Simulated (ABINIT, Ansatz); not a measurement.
## TiO2 (Anatase): changed settings of a GW run in ABINIT

Aim: change inputs of a GW run on TiO2 (Anatase) and see what moves.

Calculated with ABINIT 10.8.3; PBE and many-body steps on it, plane waves.

**1. The starting structure**

Symmetry: I4_1/amd, No. 141, tetragonal system. Conventional cell: a = 3.784 Å, b = 3.784 Å, c = 9.515 Å, α = 90.00°, β = 90.00°, γ = 90.00°. Ti has 6 O at 1.93 to 1.98 Å nearest. Nearest to O lie 3 Ti at 1.93 to 1.98 Å. Farther neighbours and most contacts between anions are not listed.

The cell and positions come from the Crystallography Open Database and are kept as given unless a step says otherwise.

**2. Screening, 4×4×4 mesh, 106 bands, screening to 141.5 eV**

This step: ABINIT 10.8.3; RPA screening on PBE, plane waves, norm-conserving pseudopotentials.

The RPA dielectric matrix is built and inverted for each q.

Input file run.abi:

```
acell 3*1.0 Angstrom
rprim 
  -1.892100000000 1.892100000000 4.757300000000
  1.892100000000 -1.892100000000 4.757300000000
  1.892100000000 1.892100000000 -4.757300000000
ntypat 2
znucl 22 8
natom 6
typat 1 1 2 2 2 2
xred 
  0.000000000000 0.000000000000 0.000000000000
  0.750000000000 0.250000000000 0.500000000000
  0.208100000000 0.208100000000 0.000000000000
  0.958100000000 0.458100000000 0.500000000000
  0.541900000000 0.041900000000 0.500000000000
  0.791900000000 0.791900000000 0.000000000000
pp_dirpath "pseudos"
pseudos "Ti.upf, O.upf"
ecut 38
ngkpt 4 4 4
nshiftk 1
shiftk 0 0 0
kptopt 1
chksymbreak 0
istwfk *1
occopt 1
irdwfk 1
optdriver 3
nband 106
ecuteps 5.2
inclvkb 2
awtr 1
symchi 1
indata_prefix "in"
outdata_prefix "out"
tmpdata_prefix "tmp"
```

Started as:

```bash
$ OMP_NUM_THREADS=1 mpirun -n 4 abinit run.abi > log
```

The program printed:

```text
.Version 10.8.3 of ABINIT. v10.8.2 released Aug 2026.

 Symmetries : space group I4_1/a m d (#141); Bravais tI (body-center tetrag.)
[... echo of the input left out ...]
== DATASET  1 ==================================================================
-   mpi_nproc: 4, omp_nthreads: 1 (-1 if OMP is not activated)

--- !DatasetInfo
iteration_state: {dtset: 1, }
dimensions: {natom: 6, nkpt: 13, mband: 106, nsppol: 1, nspinor: 1, nspden: 1, mpw: 5174, }
cutoff_energies: {ecut:  38.0, pawecutdg:  -1.0, }
electrons: {nelect:   4.80000000E+01, charge:   0.00000000E+00, occopt:   1.00000000E+00, tsmear:   1.00000000E-02, }

 SCREENING: Calculation of the susceptibility and dielectric matrices

 Based on a program developped by R.W. Godby, V. Olevano, G. Onida, and L. Reining.
 Incorporated in ABINIT by V. Olevano, G.-M. Rignanese, and M. Torrent.
.Using double precision arithmetic ; gwpc =  8

[... cell and pseudopotentials left out ...]
--------------------------------------------------------------------------------

 ==== K-mesh for the wavefunctions ====
 Number of points in the irreducible wedge :    13
[... list of points left out ...]
 Together with 16 symmetry operations and time-reversal symmetry
 yields    64 points in the full Brillouin Zone.

 ==== Q-mesh for the screening function ====
 Number of points in the irreducible wedge :    13
[... list of points left out ...]
 Together with 16 symmetry operations and time-reversal symmetry
 yields    64 points in the full Brillouin Zone.

 setmesh: FFT mesh size selected  =    72x   72x   72
          total number of points  =       373248

 vcoul_init : cutoff-mode = AUXILIARY_FUNCTION
 q-points for optical limit:   1
     1)      0.000010    0.000020    0.000030

- screening: taking advantage of time-reversal symmetry
- Maximum band index for partially occupied states nbvw = 24
- Remaining bands to be divided among processors   nbcw = 82
- Number of bands treated by each node ~20

 Number of electrons calculated from density =   48.0000; Expected =   48.0000
 average of density, n =  0.104409
 r_s =    1.3174
 omega_plasma =   31.1690 [eV]

 calculating chi0 at frequencies [eV] :
  1    0.000000E+00    0.000000E+00
  2    0.000000E+00    3.116905E+01

--------------------------------------------------------------------------------
  q-point number  1        q = ( 0.000000, 0.000000, 0.000000) [r.l.u.]
--------------------------------------------------------------------------------
[... chi0 elements left out ...]
 For q-point:  0.000010 0.000020 0.000030
  dielectric constant =   6.6653
  dielectric constant without local fields =   7.0367

  Average fulfillment of the sum rule on Im[epsilon] for q-point    1 :     52.04  [%]
[... wings left out ...]
  q-point number  2        q = ( 0.250000, 0.000000, 0.000000) [r.l.u.]
--------------------------------------------------------------------------------
[... chi0 elements left out ...]
  Average fulfillment of the sum rule on Im[epsilon] for q-point    2 :     63.26  [%]

 [... 11 further q-points ...]
```

Elapsed: 17 min, on 4 MPI ranks of Arm Neoverse V2, shared host; peak memory 14 GiB.

Numbers from this step:

| Property | Result |
| --- | --- |
| ε∞ with local fields, on this mesh, along the program's q direction | 6.665 |
| the same without local fields | 7.037 |
| plasma frequency | 31.17 eV |
| plane waves in the screening matrix | 269 |

Local fields lower ε∞ by 5 %.

**3. Base**

The self-energy is evaluated for the states that the input lists, and the levels follow from it, in one-shot runs by the linearised quasiparticle equation.

This step: G0W0 on PBE, plane waves, norm-conserving pseudopotentials.

Changes to run.abi since step 2:

```diff
@@ -27,8 +27,19 @@
 irdwfk 1
-optdriver 3
+optdriver 4
 nband 106
+gwcalctyp 0
+ecutsigx 38
+symsigma 1
+nkptgw 3
+kptgw 
+  0.5000000000 0.5000000000 0.0000000000
+  0.0000000000 0.0000000000 0.0000000000
+  -0.2500000000 -0.2500000000 0.2500000000
+bdgw 
+  23 26
+  23 26
+  23 26
 ecuteps 5.2
-inclvkb 2
-awtr 1
-symchi 1
+irdscr 1
+ppmodel 1
 indata_prefix "in"
```

The program printed:

```text
.Version 10.8.3 of ABINIT. v10.8.2 released Aug 2026.

 Symmetries : space group I4_1/a m d (#141); Bravais tI (body-center tetrag.)
[... echo of the input left out ...]
== DATASET  1 ==================================================================
-   mpi_nproc: 4, omp_nthreads: 1 (-1 if OMP is not activated)

--- !DatasetInfo
iteration_state: {dtset: 1, }
dimensions: {natom: 6, nkpt: 13, mband: 106, nsppol: 1, nspinor: 1, nspden: 1, mpw: 5174, }
cutoff_energies: {ecut:  38.0, pawecutdg:  -1.0, }
electrons: {nelect:   4.80000000E+01, charge:   0.00000000E+00, occopt:   1.00000000E+00, tsmear:   1.00000000E-02, }

 SIGMA: Calculation of the GW corrections

 Based on a program developped by R.W. Godby, V. Olevano, G. Onida, and L. Reining.
 Incorporated in ABINIT by V. Olevano, G.-M. Rignanese, and M. Torrent.
.Using double precision arithmetic ; gwpc =  8

[... cell and pseudopotentials left out ...]
--------------------------------------------------------------------------------

 ==== K-mesh for the wavefunctions ====
 Number of points in the irreducible wedge :    13
[... list of points left out ...]
 Together with 16 symmetry operations and time-reversal symmetry
 yields    64 points in the full Brillouin Zone.

 ==== Q-mesh for screening function ====
 Number of points in the irreducible wedge :    13
[... list of points left out ...]
 Together with 16 symmetry operations and time-reversal symmetry
 yields    64 points in the full Brillouin Zone.

 vcoul_init : cutoff-mode = AUXILIARY_FUNCTION
 q-points for optical limit:   1
     1)      0.000010    0.000020    0.000030
 setmesh: FFT mesh size selected  =    72x   72x   72
          total number of points  =       373248

 Number of electrons calculated from density =   48.0000; Expected =   48.0000
 average of density, n =  0.104409
 r_s =    1.3174
 omega_plasma =   31.1690 [eV]

 === KS Band Gaps ===
  >>>> For spin  1
   Minimum direct gap =   2.4917 [eV], located at k-point      :  -0.2500 -0.2500  0.2500
   Fundamental gap    =   2.1887 [eV], Top of valence bands at :   0.5000  0.5000  0.0000
                                       Bottom of conduction at :   0.0000  0.0000  0.0000
 SIGMA fundamental parameters:
 PLASMON POLE MODEL  1
 number of plane-waves for SigmaX                 5117
 number of plane-waves for SigmaC and W            269
 number of plane-waves for wavefunctions          5117
 number of bands                                   106
 number of independent spin polarizations            1
 number of spinorial components                      1
 number of k-points in IBZ                          13
 number of q-points in IBZ                          13
 number of symmetry operations                      16
 number of k-points in BZ                           64
 number of q-points in BZ                           64
 number of frequencies for dSigma/dE                 9
 frequency step for dSigma/dE [eV]                0.25
 number of omega for Sigma on real axis              0
 max omega for Sigma on real axis  [eV]           0.00
 zcut for avoiding poles [eV]                     0.10

 EPSILON^-1 parameters (SCR file):
 dimension of the eps^-1 matrix on file            269
 dimension of the eps^-1 matrix used               269
 number of plane-waves for wavefunctions          5117
 number of bands                                   106
 number of q-points in IBZ                          13
 number of frequencies                               2
 number of real frequencies                          1
 number of imag frequencies                          1

 matrix elements of self-energy operator (all in [eV])

 Perturbative Calculation

--- !SelfEnergy_ee
iteration_state: {dtset: 1, }
kpoint     : [   0.500,    0.500,    0.000, ]
spin       : 1
KS_gap     :    3.429
QP_gap     :    5.195
Delta_QP_KS:    1.766
data: !SigmaeeData |
     Band     E0 <VxcDFT>   SigX SigC(E0)      Z dSigC/dE  Sig(E)    E-E0       E
       23   4.093 -20.082 -24.797   5.014   0.763  -0.311 -19.854   0.228   4.321
       24   4.093 -20.082 -24.797   5.014   0.763  -0.311 -19.854   0.228   4.321
       25   7.522 -21.007 -12.455  -5.961   0.770  -0.299 -19.013   1.994   9.516
       26   7.522 -21.007 -12.455  -5.961   0.770  -0.299 -19.013   1.994   9.516

--- !SelfEnergy_ee
iteration_state: {dtset: 1, }
kpoint     : [   0.000,    0.000,    0.000, ]
spin       : 1
KS_gap     :    2.617
QP_gap     :    4.220
Delta_QP_KS:    1.603
data: !SigmaeeData |
     Band     E0 <VxcDFT>   SigX SigC(E0)      Z dSigC/dE  Sig(E)    E-E0       E
       23   3.664 -19.550 -24.420   5.067   0.760  -0.315 -19.400   0.150   3.814
       24   3.664 -19.550 -24.420   5.067   0.760  -0.315 -19.400   0.150   3.814
[...]
--- !SelfEnergy_ee
iteration_state: {dtset: 1, }
kpoint     : [  -0.250,   -0.250,    0.250, ]
spin       : 1
KS_gap     :    2.492
QP_gap     :    4.058
Delta_QP_KS:    1.566
data: !SigmaeeData |
     Band     E0 <VxcDFT>   SigX SigC(E0)      Z dSigC/dE  Sig(E)    E-E0       E
[...]
24   3.893 -20.281 -24.944   4.943   0.765  -0.307 -20.067   0.214   4.107
       25   6.385 -19.488 -11.831  -5.387   0.784  -0.275 -17.708   1.780   8.164
       26   6.912 -20.310 -12.031  -5.809   0.777  -0.288 -18.391   1.919   8.830

== END DATASET(S) ==============================================================
================================================================================

 -outvars: echo values of variables after computation  --------
           etotal      0.0000000000E+00
            nband         106
             nkpt          13
          spgroup         141
 [... the other variables as echoed above ...]

 Calculation completed.
```

Elapsed: 42 s, on 4 MPI ranks; peak memory 9.2 GiB.

This step gave:

- G0W0 gap on the points computed: 3.714 eV
- starting gap on the mesh: 2.189 eV
- k of the valence top: 0.5, 0.5, 0
- k of the conduction bottom: 0, 0, 0
- Z at the valence top: 0.763
- Z at the conduction bottom: 0.786
- least direct G0W0 gap on the computed points: 4.057 eV

The gap on the mesh goes from 2.19 eV to 3.71 eV, a correction of +1.53 eV.

**4. More bands than the file holds**

Changes to run.abi since step 3:

```diff
@@ -28,3 +28,3 @@
 optdriver 4
-nband 106
+nband 681
 gwcalctyp 0
@@ -47 +47,2 @@
 tmpdata_prefix "tmp"
+gwmem 00
```

The program printed:

```text
.Version 10.8.3 of ABINIT. v10.8.2 released Aug 2026.

 Symmetries : space group I4_1/a m d (#141); Bravais tI (body-center tetrag.)
================================================================================
 Values of the parameters that define the memory need of the present run
     intxc =       0    ionmov =       0      iscf =       7    lmnmax =       6
     lnmax =       6     mgfft =      60  mpssoang =       3    mqgrid =    3001
     natom =       6  nloc_mem =       1    nspden =       1   nspinor =       1
    nsppol =       1      nsym =      16    n1xccc =    2501    ntypat =       2
    occopt =       1   xclevel =       2
-    mband =         681        mffmem =           1         mkmem =           4
       mpw =        5174          nfft =      216000          nkpt =          13
================================================================================
  Rough estimation (10% accuracy) of disk space for files :
================================================================================

--------------------------------------------------------------------------------
------------- Echo of variables that govern the present computation ------------
--------------------------------------------------------------------------------
 -outvars: echo values of preprocessed input variables --------
            acell      1.8897261259E+00  1.8897261259E+00  1.8897261259E+00 Bohr

             bdgw          23      26      23      26      23      26
      chksymbreak           0
             ecut      3.80000000E+01 Hartree
          ecuteps      5.20000000E+00 Hartree
         ecutsigx      3.80000000E+01 Hartree
          ecutwfn      3.80000000E+01 Hartree
-          fftalg         312
            gwmem           0
           irdscr           1
[...]
SIGMA: Calculation of the GW corrections

 Based on a program developped by R.W. Godby, V. Olevano, G. Onida, and L. Reining.
 Incorporated in ABINIT by V. Olevano, G.-M. Rignanese, and M. Torrent.
.Using double precision arithmetic ; gwpc =  8

 Real(R)+Recip(G) space primitive vectors, cartesian coordinates (Bohr,Bohr^-1):
 R(1)= -3.5755508  3.5755508  8.9899941  G(1)=  0.0000000  0.1398386  0.0556174
 R(2)=  3.5755508 -3.5755508  8.9899941  G(2)=  0.1398386  0.0000000  0.0556174
 R(3)=  3.5755508  3.5755508 -8.9899941  G(3)=  0.1398386  0.1398386  0.0000000
 Unit cell volume ucvol=  4.5973260E+02 bohr^3
 Angles (23,13,12)=  1.39434593E+02  1.39434593E+02  5.87128032E+01 degrees

--- Pseudopotential description ------------------------------------------------
- Ti Generated using ONCVPSP code by D. R. Hamann
- 22.00000  12.00000  171031                  znucl, zion, pspdat
12 -101130 2 -1 1586                          pspcod,pspxc,lmax,lloc,mmax
     nproj     2     2     2
  pspatm : epsatm=   14.68144553
         --- l  ekb(1:nproj) -->
[...]
pspatm: atomic psp has been read  and splines computed

- O Generated using ONCVPSP code by D. R. Hamann
-  8.00000   6.00000  171031                  znucl, zion, pspdat
12 -101130 2 -1 936                           pspcod,pspxc,lmax,lloc,mmax
     nproj     2     2     1
  pspatm : epsatm=    6.19545534
         --- l  ekb(1:nproj) -->
             0    6.056735    0.824024
             1   -4.717130   -1.149271
             2   -1.331955
 pspatm: atomic psp has been read  and splines computed

   2.59894620E+03                                ecore*ucvol(ha*bohr**3)
--------------------------------------------------------------------------------

--- !ERROR
message: |
    Number of bands stored WFK file is less than required.
    WFK mband: 249, self-energy nband: 681

--- !ERROR
message: |
    Number of bands stored WFK file is less than required.
    WFK mband: 249, self-energy nband: 681

--- from the log ---
Number of bands stored WFK file is less than required.
    WFK mband: 249, self-energy nband: 681
```

It took 1.7 s on 4 MPI ranks; peak memory 0.06 GiB.

The run stopped with an error after 1.7 s.

The program's words: Number of bands stored WFK file is less than required. WFK mband: 249, self-energy nband: 681

The fault put into this input: more bands than the file holds.

**5. Side by side**

Times are wall times on 4 MPI ranks of Arm Neoverse V2, shared host, good to a factor of about two. A run's time includes the screening step that it read.

```tsv
run	mesh	bands	screening cutoff (eV)	DFT gap (eV)	gap on the mesh (eV)	direct (eV)	ε∞ used	time
base	4×4×4	106	141.5	2.189	3.714	4.057	6.67	17 min
```

**6. Results**

```json
{"base": "3.714 eV", "known limits": "not at the basis limit"}
```

**Reading.** Bands and cutoff are finite, so the gap is not at the basis limit. The miss can reach some tenths of an eV and take either sign; the mesh is an error of its own. In the G0W0 run levels were corrected at 3 k points alone, so a gap called «on the mesh» is the least over those, and an edge elsewhere would be missed.

[Paths, hosts, dates, memory and timing lines, banners, echoed tables and standing remarks are left out of the program output.]

[Logs are printed without paths, hosts, clocks, repeated set-up lines and the standing remarks that a program may print on its own settings, such as how far it seeks lower states.]

[Runs of the session that timed out or met a known fault of the program may be left out.]

[Hosts, paths, dates, database ids (printed as entryN), source tags and the programs' standing remarks are cut or masked in the printed files.]

[G0W0 gaps are taken among the corrected bands and points alone; a level outside them can change the order at an edge.]

[Where Ansatz stands beside ABINIT at settings called matched, ABINIT's density can come from a denser mesh and the files from another edition; pairs whose starting gaps differed by over 0.03 eV were left out, so agreement reads better than it is.]
